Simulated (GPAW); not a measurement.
# Core-hole calculation of the Cl K edge in K3ClO (Pm), part 3 of 3

Aim: the near-edge shape at the Cl K edge of K3ClO (Pm), and what the core hole does to it.

GPAW 26.7.0; X-ray absorption from dipole matrix elements to empty bands, plane-wave PAW LDA.

So far. Step 6 (Excitation energy, Cl atom 4): The total-energy difference is 2826.61 eV. With the free-atom term of -17.80 eV for this edge, the photon energy is 2808.81 eV. Step 7 (Spectrum with HCH, Cl atom 4): The scaled spectrum changes by 13 % r.m.s. The highest intensity below 16 eV goes from 2.9 eV (2.25) to 3.1 eV (2.06).

**8. Spectrum with FCH, Cl atom 4**

This attempt departs from the first core-hole run: smearing (eV) to 1.5.

File xas.py:

```python
import numpy as np
from ase import Atoms
from ase.parallel import parprint, paropen
from gpaw import GPAW, PW, FermiDirac, Mixer, MixerDif, setup_paths
from gpaw.test import gen
setup_paths.insert(0, '.')
gen('Cl', name='fch1s', xcname='LDA', corehole=(1, 0, 1), write_xml=True)
from gpaw.mpi import world
world.barrier()

atoms = Atoms('K6Cl2O2',
    cell=[[5.10299038, 0, 5.14652504],
     [-5.14394718, 5.13676547, 0],
     [-5.14394718, -5.13676547, 0]],
    scaled_positions=[[0.02905632, 0.75652316, 0.75652316],
     [0.02905632, 0.25652316, 0.25652316],
     [0.96900341, 0.73301376, 0.23301376],
     [0.96900341, 0.23301376, 0.73301376],
     [0.50022143, 0.22965659, 0.22965659],
     [0.50022143, 0.7296566, 0.7296566],
     [0.5016102, 0.25161654, 0.75161654],
     [0.5016102, 0.75161654, 0.25161654],
     [0.00010864, 0.99303895, 0.99303895],
     [0.00010864, 0.49303895, 0.49303895]],
    pbc=True)
atoms.calc = calc = GPAW(legacy_gpaw=True, mode=PW(500, force_complex_dtype=True), xc='LDA', setups={6: 'fch1s'},
    kpts={'size': (3, 2, 2), 'gamma': True}, occupations=FermiDirac(1.5),
    charge=0, mixer=Mixer(0.1, 5, 50), maxiter=150,
    convergence={'density': 0.0001, 'eigenstates': 1e-6}, txt='scf.txt')
energy = atoms.get_potential_energy() + calc.get_reference_energy()
ef = calc.get_fermi_level()
out = dict(energy=energy, fermi=ef, forces=atoms.get_forces().tolist())
parprint(f'all-electron energy {energy:.4f} eV, Fermi level {ef:.4f} eV')
ev = np.array([[calc.get_eigenvalues(k, s) for k in range(len(calc.get_ibz_k_points()))] for s in range(calc.get_number_of_spins())])
out['homo'], out['lumo'], out['counts'] = ev[ev < ef].max(), ev[ev > ef].min(), sorted(set((ev < ef).sum((0, 2)).tolist()))
out['filled'] = (ev[:, 0] < ef).sum(1).tolist()

from ase.units import Ha
from gpaw.xas import dipole_matrix_elements
nb = int(calc.get_number_of_electrons() / 2) + 164
top, nb = nb, nb + 8 + nb // 12
nscf = calc.fixed_density(kpts={'size': (3, 3, 3), 'gamma': True}, nbands=nb,
    convergence={'bands': top, 'eigenstates': 5e-3}, maxiter=60, txt='nscf.txt')
cell = atoms.cell.array
ops = [cell.T @ U.T @ np.linalg.inv(cell.T) for U in nscf.wfs.kd.symmetry.op_scc]
filled = [40]  # bands filled in the ground state, by spin
E = np.arange(-6, 34, 0.1)
fwhm = np.interp(E, [4, 25], [0.9, 3.5])
Y, X, zero, highest = 0, 0, 1e9, 1e9
for spin in range(nscf.get_number_of_spins()):
    wfs = nscf.wfs
    mine = wfs.bd.get_slice()  # this rank's bands
    A = dipole_matrix_elements(wfs.setups[6])
    eps = np.zeros((wfs.kd.nibzkpts, nb))
    d = np.zeros((3, A.shape[1], wfs.kd.nibzkpts, nb), complex)
    for kpt in wfs.kpt_u:
        if kpt.s == spin and 6 in kpt.P_ani:
            eps[kpt.k, mine] = kpt.eps_n * Ha
            d[:, :, kpt.k, mine] = (kpt.weight * wfs.nspins / 2) ** 0.5 * np.inner(A, kpt.P_ani[6])
    world.sum(eps)
    world.sum(d)
    T = np.einsum('amkn,bmkn->abkn', d, d.conj()).real
    T = sum(np.einsum('ai,ijkn,bj->abkn', R, T, R) for R in ops) / len(ops)
    empty = np.ones_like(eps, bool) & (np.arange(nb) >= filled[spin])
    zero, highest = min(zero, eps[empty].min()), min(highest, eps[:, top - 1].min())
    lines = [(eps, T, empty)] if spin == 0 else lines + [(eps, T, empty)]
for eps, T, empty in lines:
    f = np.einsum('aakn->akn', T).reshape(3, -1)
    x = eps.ravel() - zero
    w = np.interp(x, E, fwhm) / 2.35482
    g = np.exp(-0.5 * ((E[:, None] - x) / w) ** 2) / (w * (2 * np.pi) ** 0.5)
    Y = Y + (f * empty.ravel()) @ g.T
    X = X + (f * ~empty.ravel()) @ g.T
out.update(E=E.round(2).tolist(), xas=Y.tolist(), xes=X.tolist(), zero=zero, valid=highest - zero, nk=len(eps), nb=nb)
for i in range(0, len(E), 10):
    parprint(f'{E[i]:7.2f}', *(f'{v:10.3e}' for v in Y[:, i]))
import json
with paropen('out.json', 'w') as f:
    json.dump(out, f)
```

Started as:

```sh
$ OMP_NUM_THREADS=1 mpirun -n 4 gpaw python xas.py
```

Numbers of over 12 decimals in the logs are rounded to 6 here.

The log of the run:

```text
Input parameters:
  convergence: {density: 0.0001,
                eigenstates: 1e-06}
  kpts: {gamma: True,
         size: (3, 2, 2)}
  maxiter: 150
  mixer: {backend: pulay,
          beta: 0.1,
          method: separate,
          nmaxold: 5,
          weight: 50}
  mode: {ecut: 500.0,
         force_complex_dtype: True,
         name: pw}
  occupations: {fixmagmom: False,
                name: fermi-dirac,
[...]
*p    :     0.179039
*d    :     0.000000
--------------------------------

Diagonalizing with gridspacing h=0.050

state   all-electron     PAW
-------------------------------
3s:      -1.303438    -1.304343
3p:      -0.820961    -0.822054
*d:                   -0.151956
*f:                   -0.015229
-------------------------------
all-electron energy -124353.3600 eV, Fermi level 3.3538 eV
[...]
32.00  2.075e-06  2.072e-06  2.057e-06
  33.00  1.737e-06  1.706e-06  1.737e-06
[key lines of the parts left out:]
Converged after 62 iterations.
Dipole moment: (-2.580252, -0.693126, 0.433005) |e|*Ang
Free energy:    -59.600359
Fermi level: 3.35381
```

Wall time 2 min (4 MPI ranks of Intel Xeon Platinum 8488C (Sapphire Rapids), shared host); peak memory 0.5 GiB; 8.1 min of CPU time.

The run finished. A setting was moved off its sound value on purpose, so it serves as a test and not as the result.

The fault put into the input: the smearing is far too wide.

Against the first run the r.m.s. difference is 6 %. The highest intensity below 16 eV goes from 2.9 eV (2.25) to 2.9 eV (2.13).

```csv
E (eV),first run,this run
-2.0,0.00,0.00
-0.5,0.00,0.00
1.0,0.14,0.16
2.5,2.05,1.91
4.0,1.28,1.25
5.5,1.00,1.13
7.0,0.35,0.44
8.5,0.40,0.38
10.0,0.54,0.52
11.5,0.73,0.66
13.0,1.04,1.03
14.5,1.63,1.60
16.0,1.60,1.64
17.5,1.33,1.37
19.0,1.00,0.98
20.5,0.69,0.71
22.0,0.61,0.63
23.5,0.65,0.68
25.0,0.82,0.86
26.5,1.01,1.04
28.0,1.37,1.39
29.5,1.56,1.60
```

**9. What the core hole does**

Both curves are counted from their own zero, so only the shift of weight within the empty states shows.

```csv
E (eV),no hole,FCH
-2.0,0.00,0.00
-1.0,0.00,0.00
0.0,0.00,0.01
1.0,0.19,0.14
2.0,0.82,0.95
3.0,1.89,2.25
4.0,1.61,1.28
5.0,1.94,1.52
6.0,1.42,0.71
7.0,0.71,0.35
8.0,0.36,0.33
9.0,0.48,0.43
10.0,0.52,0.54
11.0,0.52,0.73
12.0,0.52,0.74
13.0,0.69,1.04
14.0,1.07,1.50
15.0,1.39,1.67
16.0,1.53,1.60
17.0,1.56,1.43
18.0,1.35,1.24
19.0,0.99,1.00
20.0,0.81,0.76
21.0,0.85,0.65
22.0,0.82,0.61
23.0,0.68,0.61
24.0,0.60,0.70
25.0,0.58,0.82
26.0,0.60,0.94
27.0,0.70,1.12
28.0,0.97,1.37
29.0,1.31,1.54
30.0,1.51,1.53
```

With each curve scaled to its own mean, the area from −2 to 6 eV with the hole is 6.7 against 7.2, and the centre of weight from −1 to 20 eV moves by +0.4 eV (first and strongest maxima below 20 eV: 3.2 eV (2.03), 4.6 eV (2.07) and 16.7 eV (1.58) without the hole, 2.9 eV (2.25), 4.6 eV (1.76) and 15.0 eV (1.67) with it); the shape changes all the same, by 27 % r.m.s.

**10. What came out**

| Item | Value |
| --- | --- |
| absorber and edge | Cl K, atom 4 of the ground-state input (counted from 1) |
| surroundings | 6 K at 3.48 to 3.54 Å and 6 K at 3.73 to 3.79 Å (distorted cuboctahedral, site symmetry m) |
| highest intensity below 16 eV | 2.9 eV above the zero, height 2.25 |
| photon energy of the zero, with the added terms | 2808.0 eV (raw 2825.8 eV; LDA puts this hole about 10 eV below PBE, itself good to a few eV) |

In words: The Cl K edge of atom 4, with 6 K at 3.48 to 3.54 Å and 6 K at 3.73 to 3.79 Å (distorted cuboctahedral, site symmetry m), has its highest intensity of the first 16 eV at 2.9 eV above the zero, near 2811 eV in photon energy (LDA puts this hole about 10 eV below PBE, itself good to a few eV), 2.3 times the mean level of the first 20 eV (Gaussian full width 0.9 eV up to 4 eV, rising linearly to 3.5 eV at 25 eV). With each curve scaled to its own mean, the area from −2 to 6 eV with the hole is 6.7 against 7.2, and the centre of weight from −1 to 20 eV moves by +0.4 eV (first and strongest maxima below 20 eV: 3.2 eV (2.03), 4.6 eV (2.07) and 16.7 eV (1.58) without the hole, 2.9 eV (2.25), 4.6 eV (1.76) and 15.0 eV (1.67) with it); the shape changes all the same, by 27 % r.m.s. The neutral-cell energy lies +0.8 eV from the charged-cell zero, a gap made of the charged-cell error and of where the added electron settles. Changing the core hole from full to half alters the shape by 13 % r.m.s., a modest effect on the whole. The mesh is coarse (0.41 Å⁻¹ between points), so small maxima may be mesh ripples. The structure is a computed Materials Project entry and may be a hypothetical form.

[Banner, clock and machine lines of the logs are left out without a mark of their own.]

[Logs are printed without paths, hosts, clocks, repeated set-up lines and the standing remarks that a program may print on its own settings, such as how far it seeks lower states.]

[Hosts, paths, dates, database ids (printed as entryN), source tags and the programs' standing remarks are cut or masked in the printed files.]

[Lists of maxima count a maximum above −3 eV only where it reaches 4 % of the highest in the window and stands out from its surroundings by 2 % of it (1.5 % where it reaches 55 %); shoulders and weaker maxima are passed over, and of the rest the first, up to two pre-edge ones and the few strongest are named.]
